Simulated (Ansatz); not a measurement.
# TiSi2: valence-band photoemission

What would valence photoemission of TiSi2 look like, and what sets its shape?

Method: DFT, PBE, plane-wave PAW, default files, scalar-relativistic, in the first sound run; inputs show where later runs differ, in Ansatz 0.2.0.

This is a report of a sequence of runs, with most program output left out.

The database entry behind the starting cell is an old determination (1939), so it need not match the best structure at ambient conditions.

### 1. The structure

It takes space group Fddd (No. 70, orthorhombic). Conventional cell: a = 4.773 Å, b = 8.236 Å, c = 8.523 Å, α = 90.00°, β = 90.00°, γ = 90.00°. Nearest to Ti lie 10 Si at 2.54 to 2.75 Å. Si has 5 Ti at 2.54 to 2.75 Å and 5 Si at 2.54 to 2.75 Å nearest. Farther neighbours are not listed.

### 2. The base run

The base run gives the projected DOS, from which the spectra are built. The DOS is taken on a denser mesh than the density.

input.yaml

```yaml
crystal:
  lattice:
    - [0.0, 4.118, 4.2615]
    - [2.3865, 0.0, 4.2615]
    - [2.3865, 4.118, 0.0]
  atoms:
    - { symbol: Ti, position: [0.5, 0.5, 0.5] }
    - { symbol: Ti, position: [0.75, 0.75, 0.75] }
    - { symbol: Si, position: [0.833, 0.167, 0.833] }
    - { symbol: Si, position: [0.167, 0.833, 0.167] }
    - { symbol: Si, position: [0.417, 0.083, 0.417] }
    - { symbol: Si, position: [0.083, 0.417, 0.083] }
kpoints:
  mp_grid: { grid: [10, 10, 10] }
  band_path:
    path:
      - [[0.0, 0.0, 0.0], [0.5, 0.0, 0.5], [1.0, 0.5, 0.5], [0.5, 0.5, 0.0], [0.0, 0.0, 0.0], [0.0, 0.412367, 0.412367]]
      - [[1.0, 0.587633, 0.587633], [1.0, 0.5, 0.5]]
      - [[0.5, 0.0, 0.5], [0.5, 0.244441, 0.744441]]
      - [[0.5, 0.755559, 0.255559], [0.5, 0.5, 0.0]]
      - [[0.0, 0.0, 0.0], [0.5, 0.5, 0.5]]
    npoints: 10
scf:
  occupations: { method: fermi_dirac, width: 0.05 }
  n_extra_bands: 16
hamiltonian:
  xc: pbe
  pseudopotentials: { kind: paw }
output:
  forces: true
  stress: true
  dos:
    projected: true
    de: 0.05
    e_range: [-30, 12]
    nscf_kmesh: { grid: [16, 16, 16] }
  fatbands: true
```

The run is started by

```bash
ansatz run input.yaml --threads 2 --pin off --max-ram 4096MiB --backend cpu --events-out ev --progress --plain --runs-dir out
```

Run time: 46 s. Hardware: 2 threads of Arm Neoverse V2, shared host; peak memory 0.99 GiB; 92 s of CPU time.

This step gave:

| Item | Value |
| --- | --- |
| free energy | -7545.9121 eV |
| energy at zero smearing | -7545.9037 eV |
| smearing term TS | 0.01698 eV |
| Fermi energy | 12.67 eV |
| symmetry operations | 8 |
| pressure | 2.290 GPa |
| zero of energy | Fermi level |
| share of occupied states in no projected shell | 0.0181 of the occupied states in the window |
| DOS at the Fermi level | 2.179 states/eV/cell |

The electronic bands at the labelled points (eV, zero at the Fermi level; # counts the bands kept):

```csv
point,#9,#10,#11,#12,#13,#14,#15,#16
Γ,-2.25,-1.95,-1.72,-1.51,-0.94,2.02,3.21,3.30
halfway,-1.87,-1.52,-1.47,-1.32,-1.15,1.62,2.93,3.09
Y,-2.41,-2.41,-0.85,-0.85,1.26,1.26,3.29,3.29
halfway,-1.11,-1.11,-0.73,-0.73,0.97,0.97,2.63,2.63
T,-1.27,-1.27,-0.66,-0.66,0.93,0.93,2.29,2.29
halfway,-1.32,-1.32,-0.55,-0.55,0.79,0.79,2.04,2.04
Z,-1.61,-1.61,-1.04,-1.04,0.81,0.81,3.23,3.23
halfway,-1.77,-1.67,-1.63,-1.35,-1.10,1.42,3.16,3.19
Γ,-2.25,-1.95,-1.72,-1.51,-0.94,2.02,3.21,3.30
halfway,-2.12,-0.33,-0.23,0.07,0.12,1.56,1.68,2.05
Σ0,-1.38,-0.45,0.01,0.08,0.82,0.99,1.82,2.57
jump to U0,-1.38,-0.45,0.01,0.08,0.82,0.99,1.82,2.57
halfway,-1.04,-0.84,-0.59,-0.28,0.90,0.95,2.05,2.50
T,-1.27,-1.27,-0.66,-0.66,0.93,0.93,2.29,2.29
jump to Y,-2.41,-2.41,-0.85,-0.85,1.26,1.26,3.29,3.29
halfway,-1.56,-1.56,-1.18,-1.18,1.34,1.34,2.80,2.80
C0,-1.74,-1.74,-1.34,-1.34,1.40,1.40,2.14,2.14
jump to A0,-1.74,-1.74,-1.34,-1.34,1.40,1.40,2.14,2.14
halfway,-1.75,-1.75,-1.18,-1.18,1.24,1.24,1.83,1.83
Z,-1.61,-1.61,-1.04,-1.04,0.81,0.81,3.23,3.23
jump to Γ,-2.25,-1.95,-1.72,-1.51,-0.94,2.02,3.21,3.30
halfway,-1.80,-1.42,-1.22,-1.02,-0.36,1.41,2.65,2.73
L,-1.98,-1.09,-0.05,0.17,1.04,1.35,1.77,2.25
```

Of the projections kept (Ti s, Ti d, Si s, Si p, not projected), the largest for each band there; the rest of the weight can lie on other orbitals:

```
point         #9        #10        #11        #12        #13        #14        #15        #16
    Γ  Si p 0.55  Si p 0.95  Si p 0.75  Si p 0.66  Ti d 0.81  Ti d 0.98  Ti d 0.68  Ti d 0.43
    Y  Ti d 0.40  Ti d 0.40  Ti d 0.74  Ti d 0.74  Ti d 0.80  Ti d 0.80  Ti d 0.69  Ti d 0.69
    T  Ti d 0.56  Ti d 0.56  Ti d 0.61  Ti d 0.61  Ti d 0.75  Ti d 0.75  Ti d 0.59  Ti d 0.59
    Z  Si p 0.74  Si p 0.74  Ti d 0.72  Ti d 0.72  Ti d 0.64  Ti d 0.64  Ti d 0.58  Ti d 0.58
    Γ  Si p 0.55  Si p 0.95  Si p 0.75  Si p 0.66  Ti d 0.81  Ti d 0.98  Ti d 0.68  Ti d 0.43
   Σ0  Si p 0.51  Ti d 0.71  Ti d 0.70  Ti d 0.78  Ti d 0.75  Ti d 0.84  Si p 0.49  Ti d 0.82
```

The DOS has structure finer than the step of the table below, so its rows give means over 1 eV, whole bins alone (the curve runs from -14.1 to 7.03 eV). Peaks (eV: height): total -1.1: 5.72, 2.8: 8.29, 3.6: 5.78, 4.2: 6.35; Si 3p -4.7: 1.54, -2.1: 2.56, -1.6: 2.60, 4.2: 2.06; Ti 3d -1.1: 3.34, 1.3: 3.00, 2.8: 5.62, 3.6: 2.73; Si 3s -10.6: 0.831, -8.2: 0.887, 3.1: 0.941, 3.6: 0.830; Ti 4s -11.5: 0.182, -4.2: 0.142, 4.0: 0.512, 5.8: 0.246.

* holds the states left over by the projection beside any projected weight of its own. The DOS by E, zero at the Fermi level; means over each step; values in states/eV/cell:

```csv
E (eV),total,Si 3p,Ti 3d,Si 3s,Ti 4s,Ti 4p*
-13,0.0112,2.7e-4,1.4e-5,0.00579,0.00515,9.8e-6
-12,0.457,0.0586,0.00246,0.237,0.155,0.00318
-11,0.984,0.250,0.0190,0.537,0.164,0.0142
-10,0.953,0.310,0.0424,0.518,0.0663,0.0157
-9,1.21,0.437,0.0861,0.597,0.0686,0.0175
-8,1.62,0.576,0.176,0.762,0.0815,0.0204
-7,1.11,0.421,0.136,0.490,0.0534,0.0139
-6,1.45,0.516,0.188,0.648,0.0747,0.0232
-5,1.71,1.09,0.217,0.260,0.108,0.0268
-4,2.11,1.30,0.340,0.307,0.125,0.0420
-3,2.69,1.62,0.584,0.310,0.100,0.0744
-2,3.89,2.16,1.30,0.244,0.0525,0.129
-1,4.52,1.65,2.52,0.143,0.0330,0.176
0,2.10,0.508,1.43,0.0613,0.0109,0.0912
1,3.02,0.508,2.21,0.111,0.0260,0.158
2,2.66,0.673,1.59,0.245,0.0393,0.116
3,6.12,1.02,3.86,0.728,0.155,0.350
4,5.32,1.51,2.21,0.620,0.358,0.614
5,3.49,1.37,1.05,0.311,0.212,0.548
6,3.39,1.60,0.696,0.215,0.217,0.661
```

This run's widths, added to any smearing of the DOS itself: Gaussian 0.2 eV, Lorentzian 0.2 eV. Intensity against binding energy, zero at the Fermi level; values in % of the maximum within 13 eV:

| binding energy (eV) | 21.2 eV | 60 eV | 1486.7 eV | 5950 eV | 8047.8 eV |
| --- | --- | --- | --- | --- | --- |
| -1.0 | 1.79 | 1.80 | 2.08 | 1.01 | 0.932 |
| -0.5 | 4.05 | 4.05 | 4.09 | 1.75 | 1.60 |
| 0.0 | 32.2 | 31.7 | 26.4 | 9.11 | 8.01 |
| 0.5 | 67.5 | 66.8 | 58.6 | 21.1 | 18.6 |
| 1.0 | 96.4 | 96.1 | 90.2 | 32.8 | 28.9 |
| 1.5 | 77.5 | 79.1 | 95.5 | 41.0 | 36.9 |
| 2.0 | 53.0 | 55.7 | 89.2 | 46.4 | 43.0 |
| 2.5 | 34.3 | 37.3 | 79.2 | 48.5 | 46.0 |
| 3.0 | 26.0 | 28.8 | 74.5 | 51.6 | 49.8 |
| 3.5 | 18.9 | 21.6 | 68.1 | 50.6 | 49.2 |
| 4.0 | 16.2 | 18.7 | 64.6 | 50.1 | 49.0 |
| 4.5 | 14.6 | 17.2 | 63.7 | 49.7 | 48.6 |
| 5.0 | 10.7 | 13.1 | 53.8 | 42.4 | 41.6 |
| 5.5 | 8.21 | 9.95 | 54.3 | 50.2 | 49.9 |
| 6.0 | 9.90 | 12.4 | 87.5 | 85.9 | 85.8 |
| 6.5 | 8.30 | 10.4 | 74.3 | 73.2 | 73.1 |
| 7.0 | 7.03 | 8.83 | 62.8 | 61.5 | 61.4 |
| 7.5 | 7.78 | 9.81 | 71.6 | 70.5 | 70.4 |
| 8.0 | 9.72 | 12.5 | 98.8 | 98.5 | 98.5 |
| 8.5 | 6.39 | 8.65 | 78.4 | 78.8 | 78.7 |
| 9.0 | 5.30 | 7.41 | 72.1 | 72.8 | 72.8 |
| 9.5 | 4.63 | 6.65 | 69.4 | 70.9 | 71.1 |
| 10.0 | 3.02 | 4.61 | 55.1 | 57.0 | 57.2 |
| 10.5 | 3.60 | 5.95 | 83.0 | 87.5 | 88.0 |
| 11.0 | 2.09 | 4.01 | 62.6 | 68.2 | 69.1 |
| 11.5 | - | 2.69 | 47.0 | 53.0 | 54.0 |
| 12.0 | - | 1.70 | 32.9 | 38.2 | 39.1 |
| 12.5 | - | 0.692 | 13.2 | 15.6 | 16.0 |
| 13.0 | - | 0.218 | 2.55 | 2.81 | 2.85 |
| 13.5 | - | 0.153 | 1.43 | 1.51 | 1.53 |
| 14.0 | - | 0.122 | 0.997 | 1.03 | 1.04 |

Maxima picked by a test of local sharpness, so broad peaks and shoulders can be missing; peaks within 0.45 eV of a curve's cut are left out. Valence peaks, by row:

```csv
photon energy (eV),binding energy (eV),height (% of the maximum within 13 eV),main shell,its share (%)
21.2,9.25,5.562,Ti 3d,58.95
21.2,7.95,9.791,Ti 3d,71.44
21.2,6.05,9.958,Ti 3d,74.09
21.2,1.1,100,Ti 3d,95.78
60,10.45,6.012,Si 3s,48.95
60,9.25,7.88,Ti 3d,40.07
60,8,12.55,Ti 3d,53.04
60,6.05,12.43,Ti 3d,57.17
60,1.1,100,Ti 3d,92.21
1487,10.5,83.4,Si 3s,85.24
1487,9.3,79.54,Si 3s,82.44
1487,8.1,100,Si 3s,81.93
1487,6.05,88.2,Si 3s,80.86
1487,4.6,64.22,Si 3s,48.5
1487,3.7,69.45,Si 3s,48.42
1487,2.7,80.12,Si 3s,39.46
1487,2.05,90.35,Si 3p,41.09
1487,1.25,99.39,Ti 3d,44.44
5950,10.55,88.04,Si 3s,87.92
5950,9.3,81.04,Si 3s,88.54
5950,8.1,100,Si 3s,89.66
5950,6.1,86.83,Si 3s,89.92
5950,4.55,49.83,Si 3s,68.67
5950,3.75,52.87,Si 3s,69.77
5950,2.85,52.81,Si 3s,66.94
5950,2.15,48.24,Si 3s,62.74
8048,10.55,88.58,Si 3s,87.73
8048,9.3,81.21,Si 3s,88.71
8048,8.1,100,Si 3s,90.01
8048,6.1,86.71,Si 3s,90.41
8048,4.55,48.78,Si 3s,70.43
8048,3.75,51.63,Si 3s,71.74
8048,2.85,50.78,Si 3s,69.9
```

The intensity has structure finer than the step of the table below, so its rows give means over 1 eV, whole bins alone (the curve runs from -14.1 to 1.43 eV). Peaks (eV: height): Ti L-alpha -1.1: 100.0; Si K-beta -1.9: 100.0; Si K-beta, E along x -2.1: 99.8; Si K-beta, E along y -1.5: 110; Si K-beta, E along z -2.3: 101.

Shapes are the site's partial DOS without matrix elements, which overweights lines from ligand s bands. Table of intensity by emission energy less the core level's binding energy, zero at the Fermi level; means over each step; values in % of the unpolarised maximum:

| emission energy less the core level's binding energy (eV) | Ti L-alpha | Si K-beta | Si K-beta, E along x | Si K-beta, E along y | Si K-beta, E along z | Si L2,3 |
| --- | --- | --- | --- | --- | --- | --- |
| -13 | 0.131 | 1.42 | 1.35 | 1.41 | 1.50 | 3.45 |
| -12 | 0.317 | 4.82 | 4.50 | 4.80 | 5.17 | 30.9 |
| -11 | 1.06 | 12.4 | 11.7 | 12.2 | 13.4 | 68.7 |
| -10 | 2.26 | 17.6 | 14.8 | 17.6 | 20.3 | 72.8 |
| -9 | 4.17 | 22.5 | 19.8 | 21.4 | 26.3 | 79.4 |
| -8 | 6.99 | 26.6 | 28.0 | 22.7 | 29.0 | 93.4 |
| -7 | 6.93 | 25.2 | 28.8 | 21.6 | 25.3 | 71.8 |
| -6 | 8.25 | 31.2 | 36.5 | 28.7 | 28.4 | 77.5 |
| -5 | 10.5 | 51.6 | 56.3 | 56.9 | 41.7 | 39.2 |
| -4 | 16.2 | 66.7 | 72.1 | 61.1 | 66.9 | 40.2 |
| -3 | 28.2 | 81.9 | 81.6 | 72.1 | 92.0 | 40.8 |
| -2 | 60.5 | 97.9 | 96.4 | 99.4 | 97.8 | 32.4 |
| -1 | 93.3 | 74.4 | 67.9 | 88.8 | 66.2 | 18.9 |
| 0 | 41.8 | 25.6 | 23.7 | 29.7 | 23.0 | 5.83 |

Window up to 7.0 eV. Shell moments, by row:

```
element  shell  occupied states an atom  centre of occupied part (eV)  rms width of occupied part (eV)  centre up to the window's top (eV)  rms width up to the window's top (eV)
     Ti     4s                   0.5471                        -7.294                            3.526                              -1.123                                  6.539
     Ti    4p*                    0.306                        -3.066                            2.832                               3.418                                  3.503
     Ti     3d                    3.249                        -2.212                            2.161                               1.238                                  3.075
     Si     3s                    1.275                        -7.244                            2.958                              -3.783                                  5.712
     Si     3p                     2.68                        -3.984                            2.794                             -0.3451                                  4.832
```

The broadened DOS, unweighted empty DOS by E, zero at the Fermi level; read off at these points:

| E (eV) | broadened DOS, unweighted empty DOS (states/eV/cell) |
| --- | --- |
| -0.93 | 1.7e-5 |
| -0.62 | 0.00362 |
| -0.42 | 0.0467 |
| -0.12 | 0.508 |
| -0.03 | 0.793 |
| 0.07 | 1.07 |
| 0.38 | 1.49 |
| 0.57 | 1.86 |
| 0.88 | 2.91 |
| 1.07 | 3.38 |
| 1.18 | 3.44 |
| 1.38 | 3.10 |
| 1.57 | 2.33 |
| 1.88 | 2.05 |
| 2.08 | 2.77 |
| 2.38 | 4.66 |
| 2.58 | 6.21 |
| 2.77 | 7.10 |
| 2.88 | 7.05 |
| 3.08 | 6.11 |
| 3.38 | 4.64 |
| 3.58 | 4.69 |
| 3.88 | 5.19 |
| 4.08 | 5.55 |
| 4.17 | 5.57 |
| 4.38 | 5.09 |
| 4.58 | 4.30 |
| 4.88 | 3.63 |
| 5.08 | 3.44 |
| 5.38 | 3.24 |
| 5.58 | 3.30 |
| 5.88 | 3.34 |
| 6.08 | 3.32 |
| 6.38 | 3.56 |

Recipe: projected DOS times atomic cross section and asymmetry factor (linear light, 54.7° from the polarisation), occupied states only, Fermi edge at 20 K, a Lorentzian width of 0.2 eV growing by 0 eV per eV of binding energy, and a resolution of 0.2 eV. Curves are cut 10 eV under the photon energy, above any shell that the free atom's threshold puts out of reach, or at the lower edge of the window: 11.2 eV at 21.2 eV, 14.1 eV at 60 eV, 14.1 eV at 1486.7 eV, 14.1 eV at 5950 eV and 14.1 eV at 8047.8 eV. A star in tables and legends marks shells that hold the states left over by the projection (1.8 % of the filled ones), a stand-in for orbitals that the files don't project on. Matrix elements of the solid and inelastic losses aren't modelled, nor non-dipole terms, which matter above 3 keV.

Share of each shell in the spectrum's area (%), by photon energy:

| shell | 21.2 eV | 60 eV | 1486.7 eV | 5950 eV | 8047.8 eV |
| --- | --- | --- | --- | --- | --- |
| Ti 4s | 0.4 | 0.5 | 5.5 | 10.5 | 11.6 |
| Ti 3d | 87.9 | 77.5 | 13.1 | 1.8 | 1.1 |
| Si 3s | 3.2 | 7.5 | 60.0 | 79.6 | 81.0 |
| Si 3p | 8.3 | 14.4 | 20.8 | 7.7 | 5.9 |

At the Fermi level the DOS is 2.18 states/eV a cell, and on the broadened curves Ti 3d holds 70 % of the total there.

### 3. With PBEsol

This step: DFT, PBEsol, plane-wave PAW, default files, scalar-relativistic (Ansatz 0.2.0).

The run is repeated with PBEsol on the same cell, to see how much the levels hang on the functional.

Changes to input.yaml since step 2:

```diff
@@ -26,3 +26,3 @@
 hamiltonian:
-  xc: pbe
+  xc: pbesol
   pseudopotentials: { kind: paw }
```

Wall time 46 s (2 threads); peak memory 1 GiB.

This step gave:

| Item | Value |
| --- | --- |
| free energy | -7437.7841 eV |
| energy at zero smearing | -7437.7756 eV |
| smearing term TS | 0.01702 eV |
| Fermi energy | 12.58 eV |
| pressure | -1.758 GPa |
| share of occupied states in no projected shell | 0.0182 of the occupied states in the window |
| DOS at the Fermi level | 2.180 states/eV/cell |

The electronic bands at the labelled points (eV, zero at the Fermi level; # counts the bands kept):

```csv
point,#9,#10,#11,#12,#13,#14,#15,#16
Γ,-2.25,-1.93,-1.71,-1.50,-0.94,2.02,3.21,3.32
halfway,-1.85,-1.52,-1.46,-1.31,-1.15,1.62,2.94,3.10
Y,-2.41,-2.41,-0.86,-0.86,1.27,1.27,3.30,3.30
halfway,-1.10,-1.10,-0.73,-0.73,0.97,0.97,2.65,2.65
T,-1.26,-1.26,-0.66,-0.66,0.92,0.92,2.29,2.29
halfway,-1.32,-1.32,-0.55,-0.55,0.78,0.78,2.05,2.05
Z,-1.59,-1.59,-1.04,-1.04,0.81,0.81,3.24,3.24
halfway,-1.76,-1.65,-1.62,-1.35,-1.10,1.41,3.17,3.21
Γ,-2.25,-1.93,-1.71,-1.50,-0.94,2.02,3.21,3.32
halfway,-2.12,-0.34,-0.23,0.07,0.12,1.56,1.68,2.06
Σ0,-1.38,-0.44,0.01,0.08,0.82,0.99,1.83,2.58
jump to U0,-1.38,-0.44,0.01,0.08,0.82,0.99,1.83,2.58
halfway,-1.03,-0.84,-0.59,-0.28,0.90,0.95,2.06,2.50
T,-1.26,-1.26,-0.66,-0.66,0.92,0.92,2.29,2.29
jump to Y,-2.41,-2.41,-0.86,-0.86,1.27,1.27,3.30,3.30
halfway,-1.55,-1.55,-1.18,-1.18,1.35,1.35,2.80,2.80
C0,-1.73,-1.73,-1.34,-1.34,1.40,1.40,2.15,2.15
jump to A0,-1.73,-1.73,-1.34,-1.34,1.40,1.40,2.15,2.15
halfway,-1.75,-1.75,-1.18,-1.18,1.24,1.24,1.85,1.85
Z,-1.59,-1.59,-1.04,-1.04,0.81,0.81,3.24,3.24
jump to Γ,-2.25,-1.93,-1.71,-1.50,-0.94,2.02,3.21,3.32
halfway,-1.79,-1.42,-1.22,-1.02,-0.36,1.41,2.66,2.74
L,-1.98,-1.09,-0.05,0.17,1.04,1.36,1.78,2.26
```

Of the projections kept (Ti s, Ti d, Si s, Si p, not projected), the largest for each band there; the rest of the weight can lie on other orbitals:

```
point         #9        #10        #11        #12        #13        #14        #15        #16
    Γ  Si p 0.55  Si p 0.95  Si p 0.74  Si p 0.66  Ti d 0.81  Ti d 0.98  Ti d 0.65  Ti d 0.43
    Y  Si p 0.81  Si p 0.81  Ti d 0.74  Ti d 0.74  Ti d 0.80  Ti d 0.80  Ti d 0.69  Ti d 0.69
    T  Ti d 0.56  Ti d 0.56  Ti d 0.61  Ti d 0.61  Ti d 0.75  Ti d 0.75  Ti d 0.59  Ti d 0.59
    Z  Si p 0.74  Si p 0.74  Ti d 0.72  Ti d 0.72  Ti d 0.64  Ti d 0.64  Ti d 0.58  Ti d 0.58
    Γ  Si p 0.55  Si p 0.95  Si p 0.74  Si p 0.66  Ti d 0.81  Ti d 0.98  Ti d 0.65  Ti d 0.43
   Σ0  Si p 0.50  Ti d 0.71  Ti d 0.70  Ti d 0.78  Ti d 0.75  Ti d 0.84  Si p 0.49  Ti d 0.82
```

The two runs compared:

```csv
quantity,this run,base run,difference
DOS at the Fermi level (states/eV/cell),2.1801,2.1794,7.0e-4
```

Of the bands kept, 4 cross the Fermi level on this path.

(Part 1 of 2 ends here.)

[Logs are printed without paths, hosts, clocks, repeated set-up lines and the standing remarks that a program may print on its own settings, such as how far it seeks lower states.]

[Hosts, paths, dates, database ids (printed as entryN), source tags and the programs' standing remarks are cut or masked in the printed files.]

[Maps of the electrostatic potential energy from Ansatz leave out the sawtooth potential of an applied field or a dipole correction, so their vacuum need not be flat; work functions include it.]

[Peak lists hold at most the 14 tallest peaks of each spectrum; further lines can be left out.]
